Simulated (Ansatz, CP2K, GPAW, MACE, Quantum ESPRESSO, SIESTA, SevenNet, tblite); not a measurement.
## Amorphous polyisobutylene (as short chains C10H22) at 400 K (64 atoms): one structure in several programs

Aim: run amorphous polyisobutylene (as short chains C10H22) at 400 K (64 atoms) in several programs and set results and cost side by side. A plane-wave run serves as the reference.

Calculated with Ansatz 0.2.0; Kohn-Sham DFT, PBE, PAW, plane waves.

### 1. The starting structure

The cell holds 64 atoms: 20 C and 44 H. Cell: a = 8.318 Å, b = 8.318 Å, c = 8.318 Å, α = 90.0°, β = 90.0°, γ = 90.0°. 2 polyisobutylene chains of 2 units with methyl end groups placed at random, at 0.821 g/cm³; overlaps pushed apart, then 20 ps at 800 K with MMFF94 bonds, angles, torsions, charges and radii (Halgren, J. Comput. Chem. 17, 490 (1996)) in harmonic and 12-6 forms. Snapshot after 30 ps at 400 K and fixed volume. Then every atom was moved at random, 0.03 Å r.m.s. a Cartesian component (hydrogen 0.6 of that).

### 2. Reference: Ansatz, plane waves

The PAW files are the set soft_2.

File input.yaml:

```yaml
crystal:
  lattice:
    - [8.31826, 0.0, 0.0]
    - [0.0, 8.31826, 0.0]
    - [0.0, 0.0, 8.31826]
  atoms:
    - { symbol: C, position: [0.5936, 0.16654, 0.11106] }
    - { symbol: C, position: [0.61641, 0.2212, 0.27984] }
    - { symbol: C, position: [0.50005, 0.18472, 0.40307] }
    - { symbol: C, position: [0.55768, 0.22241, 0.57876] }
    [... 54 atom lines left out ...]
    - { symbol: H, position: [0.69354, 0.65493, 0.10167] }
    - { symbol: H, position: [0.55414, 0.70752, 0.95245] }
    - { symbol: H, position: [0.64169, 0.51177, 0.96579] }
    - { symbol: H, position: [0.82559, 0.71577, 0.58809] }
    - { symbol: H, position: [0.64379, 0.78583, 0.66121] }
    - { symbol: H, position: [0.67129, 0.57145, 0.64156] }
kpoints:
  mp_grid: { grid: [1, 1, 1] }
hamiltonian:
  xc: pbe
scf:
  occupations: { method: fermi_dirac, width: 0.05 }
output:
  forces: true
  eigenvalues: true
  populations: true
  stress: true
```

Run with:

```bash
$ ansatz run input.yaml --threads 4 --pin off --max-ram 8192MiB --backend cpu --events-out ev --progress --plain --runs-dir out
```

Numbers of over 12 decimals in the logs are rounded to 6 here.

The log of the run:

```text
[...]
Pseudopotentials: kind: paw
Pseudopotential: C, paw, valence charge 4, recommended cutoff 420 eV (normal), C.paw.azcp
Pseudopotential: H, paw, valence charge 1, recommended cutoff 420 eV (normal), H.paw.azcp
[... 5 lines on functional and potentials left out ...]
Crystal: 64 atoms, lattice volume = 575.569 Å³
Basis set: ecut = 420 eV, 11123 PW (Γ), exchange–correlation on 120×120×120 points (8 copies of the dense FFT grid, shifted against one another)
Bands: 126, of which v1, the nominal top of the filled ones, is band 62 counted from 1 (61 counted from 0)
Symmetry: 1 space group operations
Space group: P1 (ITA 1), of the structure as read, at distance tolerance 8.3e-5 Å
k-points: 1
[... 5 lines on functional and potentials left out ...]
Initial density: superposition of atomic densities (neutral atoms: chi_scale 0, normalization atom), corrected by the library's trained network
Initial wavefunctions: pseudopotential atomic-orbital guess
[...]
SCF iter   1: F=—  HF=-5723.314914 eV  |F-HF|=—  |Δ(HF+E_count)|=         —  Δρ=4.56e-3  dr2=1.16e-1  ethr=1.77e-3  ⟨swp⟩=6.0  Hψ=599  notcnv=0  defer=21
preconditioner: auto → Resta (q_TF=auto, 2.112 Å⁻¹)  ε∞=2.2  [insulator: Δε(μ)=5.381 eV  Ē_g=15.588 eV  σ=0.050 eV  W_gap=1.00  n_scr=80 (ndim 8)  ℏωp=17.2 eV  f_vac=0.212  D(μ)=0.00/eV (n_scr^D=0)  ε∞_Penn≈2.2]
[...]
SCF iter   7: F=—  HF=-5723.321488 eV  |F-HF|=—  |Δ(HF+E_count)|=   1.08e-6  Δρ=4.21e-6  dr2=1.22e-7  ethr=2.19e-9  ⟨swp⟩=2.0  Hψ=128  notcnv=0  defer=57
SCF iter   8: F=-5723.321488 eV  HF=-5723.321488 eV  |F-HF|=1.53e-8  |Δ(HF+E_count)|=   3.26e-8  Δρ=1.79e-6  dr2=2.28e-8  ethr=8.06e-11  ⟨swp⟩=14.0  Hψ=856  notcnv=0
SCF 1 converged in 8 iterations: F = -5723.321488 eV  dr2 = 2.28e-8
[...]
SCF converged after 8 iterations
Free energy (F): -5723.321488 eV
Harris-Foulkes:  -5723.321488 eV  (|F-HF|=1.53e-8)
Internal energy: -5723.321488 eV  (E = F + TS)
E sigma→0 (E₀):  -5723.321488 eV
Fermi energy:    0.810786 eV
--- Per-component energies (eV) ---
[...]
Σ components = -5723.321488   (vs F -5723.321488, Δ=0.00e0)
--- Forces (eV/Å), atoms counted from 1 ---
  atom   1  C     -1.34162383     1.22905710    -2.54370438
  atom   2  C      4.33744769     0.24420128    -0.63946512
  atom   3  C     -2.46734789    -1.11037632     2.74793238
  atom   4  C     -1.77543574     3.61260194    -2.31357218
[...]
atom  64  H      0.96772648     1.75525860     1.00963120
  max |Σ_I F_I| component: 2.74e-5 eV/Å
--- Stress (GPa, compression-positive) ---
        4.848066      -0.086602       1.101427
       -0.086602       4.181779       1.309559
        1.101427       1.309559       4.216462
  P = ⅓ Tr σ = 4.4154 GPa (44.154 kbar)
--- Band table (eV) ---
  k-point 0: bands = ["-16.6234", "-16.4267", "-15.5926", "-15.3854", [... 110 levels ...], "10.9066", "10.9753", "11.0565", "11.1532", "11.1748", "11.3991", "11.4612", "11.5252", "11.6422", "11.6703", "11.7755", "11.9296"]
--- Löwdin populations: 64 sites ---
  site symbol       q [e]
     0      C      4.4649
     1      C      4.2606
     2      C      3.9147
[...]
63      H      0.8644
  spilling = 0.011300 (of n_electrons = 124.000000)
```

The job ended after 4.1 s (4 threads of Arm Neoverse V1, shared host; peak memory 0.54 GiB; 13 s of CPU time).

Numbers from this run:

```yaml
free_energy: -5723.3215 eV
free_energy_per_atom: -89.4269 eV/atom
scf_cycles: 8
pressure: 4.415 GPa
r_m_s_force_component: 1.453 eV/Å
longest_force: 6.788 eV/Å
fermi_energy: 0.8108 eV
spacing_of_highest_filled_and_lowest_empty_level: 5.391 eV
spilling_of_the_projection: 0.0113
```

Length of the force by element:

```csv
element,coordination,atoms,mean length of the force (eV/Å),spread,least,most
C,all,20,3.45,1.57,0.545,6.79
H,all,44,1.39,0.863,0.200,4.02
```

Löwdin charges by element (they lack the spilled electrons, 0.022 e an atom on average):

```csv
element,coordination,atoms,mean charge (e),spread,least,most
C,all,20,-0.314,0.216,-0.487,0.0989
H,all,44,0.174,0.0177,0.136,0.212
```

The levels nearest the highest filled one (over half full), pooled over k-points and spins:

```csv
level less the highest filled one (eV),occupation
-0.788,2
-0.739,2
-0.522,2
-0.443,2
-0.0783,2
0,2
5.39,0
6.11,0
6.70,0
6.98,0
7.06,0
7.17,0
```

The run ends at a pressure of 4.42 GPa, with forces up to 6.8 eV/Å.

### 3. Structure statistics

Density 0.821 g/cm³, 8.993 Å³ an atom.

g(r), total and by pair (bins of 0.1 Å):

```csv
r (Å),total,H-H,H-C,C-C
0.95,0.00,0.00,0.00,0.00
1.05,4.84,0.00,11.30,0.00
1.15,3.47,0.00,8.09,0.00
1.25,0.00,0.00,0.00,0.00
1.35,0.00,0.00,0.00,0.00
1.45,0.64,0.00,0.00,6.54
1.55,1.11,0.19,0.00,10.40
1.65,1.07,2.08,0.00,0.87
1.75,1.32,2.78,0.00,0.00
1.85,0.53,1.13,0.00,0.00
1.95,0.18,0.26,0.13,0.00
2.05,0.69,0.67,0.86,0.00
2.15,1.68,0.72,3.13,0.00
2.25,0.93,0.74,1.25,0.44
2.35,0.93,1.11,0.57,1.62
2.45,0.92,1.02,0.42,2.65
2.55,1.24,1.16,0.72,3.87
2.65,1.50,1.36,1.78,0.97
2.75,1.27,0.88,1.85,0.62
2.85,0.91,0.64,1.35,0.28
2.95,0.93,0.81,1.26,0.00
3.05,0.65,0.81,0.51,0.49
3.15,0.95,1.01,0.95,0.69
3.25,0.68,0.76,0.69,0.21
3.35,1.04,0.98,1.01,1.43
3.45,1.14,0.95,1.53,0.38
3.55,1.02,1.13,1.00,0.55
3.65,1.07,1.66,0.63,0.17
3.75,0.81,1.01,0.63,0.66
3.85,0.94,1.34,0.56,0.61
3.95,0.80,0.82,0.77,0.88
4.05,0.75,0.84,0.73,0.42
4.15,1.03,0.99,1.18,0.53
```

Bonds by pair of elements; cutoffs follow the first minimum of g(r), held within bounds set by covalent radii, and pairs that aren't listed don't count as bonded:

```csv
pair A-B,cutoff (Å),bonds,mean length (Å),spread (Å),shortest (Å),B about A,A about B
H-C,1.34,44,1.09,0.045,1.00,1,2.2
C-C,1.85,18,1.53,0.06,1.41,1.8,1.8
```

How many atoms have how many bonded neighbours:

```csv
element,mean,1,4
C,4,0,20
H,1,44,0
```

### 4. The ladder

The programs:
- CP2K 2026.2: Gaussian basis with GTH pseudopotentials and a plane-wave density; labels give functional, basis (MOLOPT sets; SR short-range, UZH the newer set with its own potentials), grid cutoff/relative cutoff and solver (OT: orbital transformation; TRS4, TC2, SIGN: linear-scaling purification with its sparsity filter), or its built-in tight binding.
- GPAW 26.7.0: PAW with atomic orbitals (LCAO), plane waves or a real-space grid of spacing h.
- MACE: machine-learned potential, published weights.
- Quantum ESPRESSO 7.5: plane waves; labels (QE) give functional, pseudopotential set and cutoffs of waves/density.
- SIESTA 5.4.2: numerical atomic orbitals, whose automatically made sets are far from complete, with PseudoDojo norm-conserving potentials that we converted to its format (checked against plane waves on the same files for H, C, O, Si, Ge and Ca alone); labels give functional, basis size, energy shift and mesh cutoff.
- SevenNet: machine-learned potential, published weights.
- tblite 0.8.0: extended tight binding, driven from Python.

All use the same cell and atoms; the electronic-structure runs use the same k-mesh, and an electronic temperature of 580 K (0.05 eV) where levels are smeared.

Differences are against the plane-wave reference, forces as r.m.s. over components; share is that over the reference's r.m.s. force, slope the least-squares factor from reference forces to these. Total energies of different programs have different zeros and aren't compared.

```csv
run,"Δ force, r.m.s. (meV/Å)",share (%),slope,Δ pressure (GPa),Δ gap (eV),cores,CPU time,memory (GiB)
reference,-,-,-,-,-,4,13 s,0.54
"CP2K GFN1-xTB, OT DIIS",187,12.9,0.997,-1.95,-,1,2 s,0.3
"CP2K LDA, DZVP-MOLOPT-SR, 450/50 Ry, OT CG",156,10.8,1.012,-2.13,1.46,2,6.5 min,0.63
"CP2K PBE+D3(BJ), DZVP-MOLOPT-SR, 450/50 Ry, OT CG",58.3,4.01,1.030,-0.622,1.76,2,7 min,0.71
"CP2K PBE, DZVP-MOLOPT-SR, 315/50 Ry, OT CG (coarse)",58.6,4.03,1.030,0.186,1.76,2,7 min,0.48
"CP2K PBE, DZVP-MOLOPT-SR, 450/20 Ry, OT CG (coarse)",59.6,4.10,1.031,0.199,1.75,2,5.4 min,0.67
"CP2K PBE, DZVP-MOLOPT-SR, 450/50 Ry, OT CG",59.1,4.07,1.031,0.184,1.76,2,7.1 min,0.67
"CP2K PBE, DZVP-MOLOPT-SR, 450/50 Ry, diagonalisation",59.1,4.07,1.031,0.184,1.76,2,2.4 min,1.2
"CP2K PBE, TZVP-UZH, 450/50 Ry, OT CG",34.8,2.40,1.018,0.431,0.754,4,6.2 min,1.3
"CP2K PBEsol, PBE potentials, DZVP-MOLOPT-SR, 450/50 Ry, OT CG",112,7.71,1.037,0.0923,1.70,2,7 min,0.67
"GPAW PBE, LCAO dzp, h 0.2 Å",295,20.3,1.082,-,0.540,1,36 s,0.43
"GPAW PBE, LCAO dzp, h 0.2 Å, other mixer settings",295,20.3,1.082,-,0.540,1,41 s,0.39
"GPAW PBE, LCAO sz(dzp), h 0.2 Å (coarse)",1664,115,1.360,-,4.01,1,13 s,0.34
"GPAW PBE, LCAO szp(dzp), h 0.2 Å (coarse)",1150,79.2,1.178,-,3.35,1,27 s,0.42
"GPAW PBE, grid h 0.18 Å",12.7,0.872,1.002,-,0.0032,1,70 s,0.75
MACE MP-0b2 small potential,105,7.24,0.971,-0.104,-,1,7.2 s,0.67
MACE MPA-0 medium potential,81.7,5.62,1.005,1.58,-,1,10 s,1.1
"QE PBE+D3(BJ), sssp-1.3.0-efficiency, 45/360 Ry",10.1,0.693,1.001,-0.900,-0.0094,1,42 s,0.63
"QE PBE, sssp-1.3.0-efficiency, 45/360 Ry",8.61,0.592,1.001,-0.0917,-0.0094,1,45 s,0.63
"QE PBE, sssp-1.3.0-efficiency, 45/360 Ry, paro",8.48,0.583,1.001,-0.0887,-0.0096,2,53 s,0.66
"SIESTA PBE, TZP, shift 0.01 Ry, mesh 300 Ry",342,23.5,1.097,3.37,0.508,2,70 s,0.73
SevenNet 0 potential,113,7.78,0.985,-0.239,-,1,9.1 s,0.99
tblite GFN1-xTB,186,12.8,0.997,-1.91,-,1,1.3 s,0.11
tblite GFN2-xTB,209,14.4,0.961,-2.28,-,1,5.6 s,0.11
```

Rows marked coarse were listed beforehand as settings not expected to be converged; some can still land near the reference.

Times of the machine-learned potentials are mostly Python's start and the loading of weights.

CPU time is summed over cores on a shared host, where runs went side by side, so it is rough. Symmetry, cutoffs, thresholds, outputs and thread counts weren't matched or tuned between programs; memory under MPI is the largest rank's times the ranks.

Runs without a result: CP2K PBE, TZVP-MOLOPT, 450/50 Ry, OT CG (cut off at its time limit of 23 min); CP2K PBE0 with truncated exchange and ADMM, PBE0 potentials, DZVP-UZH, 450/50 Ry, OT DIIS (cut off at its time limit of 31 min).

Mean charges by element (e), by run and scheme:

```csv
run,scheme,C,H
reference,Löwdin,-0.31,+0.17
"CP2K GFN1-xTB, OT DIIS",Mulliken,-0.06,+0.03
"CP2K LDA, DZVP-MOLOPT-SR, 450/50 Ry, OT CG",Mulliken,-0.22,+0.10
"CP2K LDA, DZVP-MOLOPT-SR, 450/50 Ry, OT CG",Hirshfeld,-0.09,+0.04
"CP2K PBE+D3(BJ), DZVP-MOLOPT-SR, 450/50 Ry, OT CG",Mulliken,-0.16,+0.07
"CP2K PBE+D3(BJ), DZVP-MOLOPT-SR, 450/50 Ry, OT CG",Hirshfeld,-0.08,+0.04
"CP2K PBE, DZVP-MOLOPT-SR, 315/50 Ry, OT CG",Mulliken,-0.16,+0.07
"CP2K PBE, DZVP-MOLOPT-SR, 315/50 Ry, OT CG",Hirshfeld,-0.08,+0.04
"CP2K PBE, DZVP-MOLOPT-SR, 450/50 Ry, OT CG",Mulliken,-0.16,+0.07
"CP2K PBE, DZVP-MOLOPT-SR, 450/50 Ry, OT CG",Hirshfeld,-0.08,+0.04
"CP2K PBE, DZVP-MOLOPT-SR, 450/50 Ry, diagonalisation",Mulliken,-0.16,+0.07
"CP2K PBE, DZVP-MOLOPT-SR, 450/50 Ry, diagonalisation",Hirshfeld,-0.08,+0.04
"CP2K PBE, TZVP-UZH, 450/50 Ry, OT CG",Mulliken,-0.12,+0.05
"CP2K PBE, TZVP-UZH, 450/50 Ry, OT CG",Hirshfeld,-0.08,+0.04
"CP2K PBEsol, PBE potentials, DZVP-MOLOPT-SR, 450/50 Ry, OT CG",Mulliken,-0.19,+0.09
"CP2K PBEsol, PBE potentials, DZVP-MOLOPT-SR, 450/50 Ry, OT CG",Hirshfeld,-0.09,+0.04
"SIESTA PBE, TZP, shift 0.01 Ry, mesh 300 Ry",Hirshfeld,-0.04,+0.02
tblite GFN1-xTB,Mulliken,-0.06,+0.03
tblite GFN2-xTB,Mulliken,-0.06,+0.03
```

The reference's Löwdin charges lack the electrons that the projection spills, 0.022 e an atom on average.

Within one program, basis, potentials and functional, energies share a zero. Each run against its twin at the usual cutoff or grid and solver:

```csv
run,twin,Δ energy (meV/atom),"Δ force, r.m.s. (meV/Å)",CPU time over the twin's
"CP2K PBE, DZVP-MOLOPT-SR, 315/50 Ry, OT CG","DZVP-MOLOPT-SR, 450/50 Ry, OT CG",-0.029,5.43,0.99
"CP2K PBE, DZVP-MOLOPT-SR, 450/20 Ry, OT CG","DZVP-MOLOPT-SR, 450/50 Ry, OT CG",-0.0104,6.68,0.76
"CP2K PBE, DZVP-MOLOPT-SR, 450/50 Ry, diagonalisation","DZVP-MOLOPT-SR, 450/50 Ry, OT CG",0,0.028,0.33
"GPAW PBE, LCAO dzp, h 0.2 Å, other mixer settings","LCAO dzp, h 0.2 Å",0,0.953,1.1
"QE PBE, sssp-1.3.0-efficiency, 45/360 Ry, paro","sssp-1.3.0-efficiency, 45/360 Ry",0,0.185,1.2 (this twin ran on 1 cores)
```

### 5. What came out

| Property | Result |
| --- | --- |
| reference r.m.s. force component | 1.45 eV/Å |
| nearest in forces | QE PBE, sssp-1.3.0-efficiency, 45/360 Ry, paro, 0.58 % |
| farthest in forces | GPAW PBE, LCAO sz(dzp), h 0.2 Å (coarse), 115 % |
| cheapest electronic-structure run beside the reference | tblite GFN1-xTB, 1.3 s of CPU time |

PBE on plane waves or a grid with other potentials, cutoffs or grids, coarse settings apart, differs from the reference by 0.58 % (QE PBE, sssp-1.3.0-efficiency, 45/360 Ry, paro) to 0.87 % (GPAW PBE, grid h 0.18 Å) of the r.m.s. force; this holds the reference's own error, so differences of a few per cent don't tell which side is nearer the exact PBE result (QE's 45 Ry are 612 eV, against the reference's 420 eV). The PBE runs in local orbitals, coarse settings apart, differ by 2.4 % (CP2K PBE, TZVP-UZH, 450/50 Ry, OT CG) to 24 % (SIESTA PBE, TZP, shift 0.01 Ry, mesh 300 Ry); basis, grid and potentials can all enter. Tight binding differs by 13 % (tblite GFN1-xTB) to 14 % (tblite GFN2-xTB); it is another model, with fitted parameters of its own, and the xTB methods hold dispersion. Machine-learned potentials differ by 5.6 % (MACE MPA-0 medium potential) to 7.8 % (SevenNet 0 potential); they were trained on other programs' data. Rows with another functional or a dispersion term differ by 0.69 % (QE PBE+D3(BJ), sssp-1.3.0-efficiency, 45/360 Ry) to 11 % (CP2K LDA, DZVP-MOLOPT-SR, 450/50 Ry, OT CG), which mixes the change of model with differences of basis and potentials, some of them made for another functional. Runs with settings chosen to be coarse differ by 4.0 % (CP2K PBE, DZVP-MOLOPT-SR, 315/50 Ry, OT CG) to 115 % (GPAW PBE, LCAO sz(dzp), h 0.2 Å), their programs' other errors included. Of the electronic-structure runs that take under half the reference's CPU time, tblite GFN1-xTB is among the nearest, at 13 % in 1.3 s against 13 s; its pressure misses by -1.9 GPa. At the same functional, gaps differ from the reference's 5.39 eV by between -0.01 and +4.01 eV. A likely cause of the wide gaps: compact atomic orbitals describe empty levels worse than filled ones. In pressure, SIESTA PBE, TZP, shift 0.01 Ry, mesh 300 Ry misses by +3.4 GPa, at the same functional. Charges hang on model, scheme and program or settings: among these rows the mean for C runs from -0.31 to -0.04 e. In the reference: filled and empty levels are parted by 5.39 eV (at Γ alone); a semilocal functional tends to put such gaps too low. In a disordered cell it changes from sample to sample, and tail or defect levels can set it. In the reference: mean Löwdin charges: C -0.31, H +0.17 e (they miss 1.1 % of the electrons, so they add up to more than the cell's charge). Periodic xTB results under one method name differ between programs and library versions. Machine-learned potentials mimic data converged in k, so the reference's own k-point error enters their differences. The network of contacts between molecules at the start is that of the classical potential that made the cell, and needn't be the one that DFT or experiment would give. The reference's PBE has no dispersion term, which matters for the binding between molecules or layers. The electronic-structure runs sample only Γ, in a cell whose shortest periodic width is 8 Å.

[Also dropped from logs without a mark: logging warnings of Python, and SIESTA's first energy breakdown and zero terms.]

[Logs are printed without paths, hosts, clocks, repeated set-up lines and the standing remarks that a program may print on its own settings, such as how far it seeks lower states.]

[Hosts, paths, dates, database ids (printed as entryN), source tags and the programs' standing remarks are cut or masked in the printed files.]

[The MMFF94 radii named for the starting cell were scaled by 0.96; in molecules described by MMFF94, hydrogen bound to N, O or S took a small fixed 12-6 site in their place.]
